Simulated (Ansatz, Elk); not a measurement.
# KSnRhS4: X-ray structure factors from the self-consistent density

The structure of KSnRhS4 used here is made up (a known structure type with other elements) and was relaxed beforehand with PBE. The aim is the Fourier transform of its all-electron density, F(hkl), set beside the sum over free spherical atoms that refinements use.

Method: DFT, PBE, all-electron APW+lo, Dirac cores, scalar-relativistic bands, static density, no spin, in Elk 11.2.3 (patched build).

This account leaves out most program logs.

The structure was built from a prototype and need not be the compound's stable phase.

## 1. Starting point

Symmetry: Pm, No. 6, monoclinic system. The conventional cell has a = 6.309 Å, b = 3.711 Å, c = 7.766 Å, α = 90.00°, β = 105.12°, γ = 90.00°. Nearest to Sn lie 6 S at 2.56 to 2.60 Å. Nearest to Rh lie 6 S at 2.40 to 2.42 Å. Nearest to K lie 6 S at 3.19 to 3.38 Å. Nearest to S lie 1 Rh at 2.41 Å and 2 Sn at 2.60 Å and 1 K at 3.38 Å. Nearest to S lie 2 Rh at 2.41 Å and 1 Sn at 2.57 Å and 2 K at 3.22 Å. S has 1 Rh at 2.40 Å and 2 Sn at 2.60 Å and 1 K at 3.19 Å nearest. Farther neighbours and most contacts between anions are not listed.

## 2. Ground state and structure factors

An all-electron density is needed, since X-rays see the cores too. Task 0 finds the density and task 195 Fourier-transforms it; tshift is off so that phases refer to the origin typed.

elk.in reads:

```
tasks
  0
  195

xctype
  20

spinpol
  .false.

rgkmax
  7.0

gmaxvr
  14.0

lmaxo
  7

lmaxapw
  8

swidth
  0.002

tshift
  .false.

ramdisk
  .false.

hmaxvr
  5.5

maxscl
  120

epspot
  1e-06

sppath
  './'

avec
  11.92263616624 -0.00000000000 0.05262576307
  -0.00000000000 7.01215165697 -0.00000000000
  -3.89089958772 0.00000000000 14.15070246591

atoms
  4
  'Sn.in'
  1
  0.0087139478 -0.0000000000 0.0058618496   0.000000 0.000000 0.000000
  'Rh.in'
  1
  0.5081147190 0.5000000000 0.0019590316   0.000000 0.000000 0.000000
  'K.in'
  1
  0.6457424313 0.5000000000 0.5089710850   0.000000 0.000000 0.000000
  'S.in'
  4
  0.1343906871 0.5000000000 0.8189291451   0.000000 0.000000 0.000000
  0.6003071474 -0.0000000000 0.8366323953   0.000000 0.000000 0.000000
  0.8763181715 0.5000000000 0.1888528822   0.000000 0.000000 0.000000
  0.4176128960 -0.0000000000 0.1692936111   0.000000 0.000000 0.000000

ngridk
  4 6 3
```

Launch:

```
OMP_NUM_THREADS=4 elk
```

It took 1.9 min on 4 threads of AMD EPYC 7B13 (Zen 3), shared host; peak memory 0.3 GiB; 6.4 min of CPU time.

SFACRHO.OUT:

```text

h k l indices transformed by vhmat matrix:
   1.000000000       0.000000000       0.000000000    
   0.000000000       1.000000000       0.000000000    
   0.000000000       0.000000000       1.000000000    

      h      k      l  multipl.   |H|            Re(F)            Im(F)           |F|

      0      0      0      1   0.0000000       178.00000      0.37480945E-15   178.00000    
      0      0      1      1  0.44348540       101.23523       1.8827808       101.25273    
      0      0     -1      1  0.44348540       101.23523      -1.8827808       101.25273    
     -1      0      0      1  0.54589233      -10.411386       14.065330       17.499442    
      1      0      0      1  0.54589233      -10.411386      -14.065330       17.499442    
      1      0     -1      1  0.60693499       5.6558667       12.067816       13.327453    
     -1      0      1      1  0.60693499       5.6558667      -12.067816       13.327453    
      1      0      1      1  0.78802626       14.859819       14.581168       20.818854    
     -1      0     -1      1  0.78802626       14.859819      -14.581168       20.818854    
      0      0     -2      1  0.88697081       68.336023      -4.6258513       68.492413    
      0      0      2      1  0.88697081       68.336023       4.6258513       68.492413    
      0      1      0      2  0.89604242      -11.417148     -0.25251504E-13   11.417148    
     -1      0      2      1  0.91219534      -9.3531685       12.220945       15.389388    
      1      0     -2      1  0.91219534      -9.3531685      -12.220945       15.389388    
      0      1     -1      2  0.99978563       22.162892      -1.9566111       22.249093    
      0     -1      1      2  0.99978563       22.162892       1.9566111       22.249093    
     -1      1      0      2   1.0492333       52.062357      -14.490327       54.041268    
      1      1      0      2   1.0492333       52.062357       14.490327       54.041268
```

Elk indexes on the primitive cell of elk.in and gives |H| = 4π sin θ/λ in inverse bohr. Below, one row stands for each form hkl of the conventional cell (m members, Friedel mates merged), F is for one primitive cell and the density is static (no thermal factor). Free-atom factors are Waasmaier and Kirfel's, and R is Σm||F|−|F'||/Σm|F|.

| hkl | m | sin θ/λ (Å⁻¹) | abs F, DFT | neutral atoms | diff. | abs of complex diff. |
| --- | --- | --- | --- | --- | --- | --- |
| 001 | 2 | 0.067 | 101.253 | 101.085 | +0.168 | 0.168 |
| 100 | 2 | 0.082 | 17.499 | 17.369 | +0.130 | 0.137 |
| 1 0 -1 | 2 | 0.091 | 13.327 | 13.345 | -0.018 | 0.142 |
| 101 | 2 | 0.118 | 20.819 | 20.755 | +0.064 | 0.102 |
| 002 | 2 | 0.133 | 68.492 | 69.045 | -0.553 | 0.553 |
| 010 | 2 | 0.135 | 11.417 | 11.356 | +0.061 | 0.061 |
| 1 0 -2 | 2 | 0.137 | 15.389 | 15.485 | -0.096 | 0.096 |
| 011 | 4 | 0.150 | 22.249 | 22.189 | +0.060 | 0.061 |
| 110 | 4 | 0.158 | 54.041 | 54.693 | -0.652 | 0.681 |
| 2 0 -1 | 2 | 0.160 | 47.085 | 47.829 | -0.745 | 0.794 |
| 1 1 -1 | 4 | 0.163 | 82.388 | 82.253 | +0.135 | 0.139 |
| 200 | 2 | 0.164 | 88.399 | 88.319 | +0.080 | 0.098 |
| 102 | 2 | 0.174 | 10.423 | 10.500 | -0.077 | 0.138 |
| 111 | 4 | 0.179 | 28.458 | 29.085 | -0.628 | 0.687 |
| 2 0 -2 | 2 | 0.182 | 39.935 | 40.575 | -0.640 | 0.700 |
| 012 | 4 | 0.190 | 5.526 | 5.624 | -0.097 | 0.098 |
| 1 1 -2 | 4 | 0.192 | 130.302 | 130.111 | +0.191 | 0.191 |
| 201 | 2 | 0.193 | 123.619 | 123.427 | +0.192 | 0.195 |

## 3. The highest occupied states alone

An energy window below the Fermi level keeps the highest occupied states, to see at which angles they scatter; shallow core shells can lie inside it and anion s states outside. No new self-consistency is needed.

elk.in, as its differences from that of step 2:

```diff
@@ -1,3 +1,2 @@
 tasks
-  0
   195
@@ -40,2 +39,5 @@
 
+wsfac
+  -0.210460 0.457040
+
 sppath
```

Launch:

```
OMP_NUM_THREADS=4 elk
```

The job ended after 22 s (4 threads; peak memory 0.22 GiB).

States within 10 eV below the Fermi level hold 30.00 electrons; any levels below the window count with the cores. Their amplitudes can exceed the total, where window and core parts have opposite phase:

| hkl | sin θ/λ (Å⁻¹) | abs F, window | abs F, all |
| --- | --- | --- | --- |
| 001 | 0.067 | 16.070 | 101.253 |
| 100 | 0.082 | 6.184 | 17.499 |
| 1 0 -1 | 0.091 | 7.158 | 13.327 |
| 101 | 0.118 | 4.221 | 20.819 |
| 002 | 0.133 | 0.251 | 68.492 |
| 010 | 0.135 | 4.538 | 11.417 |
| 1 0 -2 | 0.137 | 4.748 | 15.389 |
| 011 | 0.150 | 3.742 | 22.249 |
| 110 | 0.158 | 0.620 | 54.041 |
| 2 0 -1 | 0.160 | 0.649 | 47.085 |

## 4. Another functional

The difference from free atoms is small, so it is set against the change that PBEsol makes.

elk.in, as its differences from that of step 3:

```diff
@@ -1,2 +1,3 @@
 tasks
+  0
   195
@@ -4,3 +5,3 @@
 xctype
-  20
+  22
 
@@ -39,5 +40,2 @@
 
-wsfac
-  -0.210460 0.457040
-
 sppath
```

Launch:

```
OMP_NUM_THREADS=4 elk
```

Elapsed: 1.9 min, on 4 threads; peak memory 0.3 GiB; 6.1 min of CPU time.

Against the first run R = 0.03 %; the largest change is -0.084 at 1 1 -2.

## 5. Basis size

A smaller basis shows how fast F responds to it; the change is likely larger than the basis error of the first run, but doesn't show convergence.

elk.in, as its differences from that of step 4:

```diff
@@ -5,3 +5,3 @@
 xctype
-  22
+  20
 
@@ -11,3 +11,3 @@
 rgkmax
-  7.0
+  5.5
```

Launch:

```
OMP_NUM_THREADS=4 elk
```

It took 66 s on 4 threads; peak memory 0.28 GiB; 3.1 min of CPU time.

Against the first run R = 0.07 %; the largest change is +0.107 at 006.

## 6. Settings against the effect

```
          run  R against the first run (%)  R against neutral atoms, low angle (%)  wall time
PBE, rgkmax 7                         0.00                                    0.44    1.9 min
       PBEsol                         0.03                                    0.43    1.9 min
   rgkmax 5.5                         0.07                                    0.46       66 s
```

## 7. Outcome

| Property | Result |
| --- | --- |
| R against neutral atoms, sin θ/λ < 0.3 Å⁻¹ | 0.44 % |
| R against neutral atoms, 0.3 to 0.43 Å⁻¹ | 0.37 % |

In words: Independent neutral atoms miss the calculated amplitudes by R = 0.44 % below 0.3 Å⁻¹ and 0.37 % from there to 0.43 Å⁻¹; by shells, 0.44 % below 0.15 Å⁻¹ (7 forms), 0.44 % 0.15 to 0.3 (46 forms), 0.37 % 0.3 to 0.45 (96 forms). Bonding, aspherical density and the tables' own atoms all enter these figures, and the runs don't part them. The largest change of an amplitude is -0.74 electrons, at 2 0 -1. R counts amplitudes alone; phases shift too. Below 0.3 Å⁻¹ the changes that finished (PBEsol and rgkmax 5.5) move F by R = 0.05 % at most, against the 0.44 % that separates it from free atoms. The k-mesh has no finished test. These runs have no spin, though d or f shells may be open. Part of the difference isn't bonding: the tables are fits to free atoms and ions calculated by other methods than this functional. Thermal motion, anomalous dispersion and extinction are left out.

[Logs are printed without paths, hosts, clocks, repeated set-up lines and the standing remarks that a program may print on its own settings, such as how far it seeks lower states.]

[Hosts, paths, dates, database ids (printed as entryN), source tags and the programs' standing remarks are cut or masked in the printed files.]
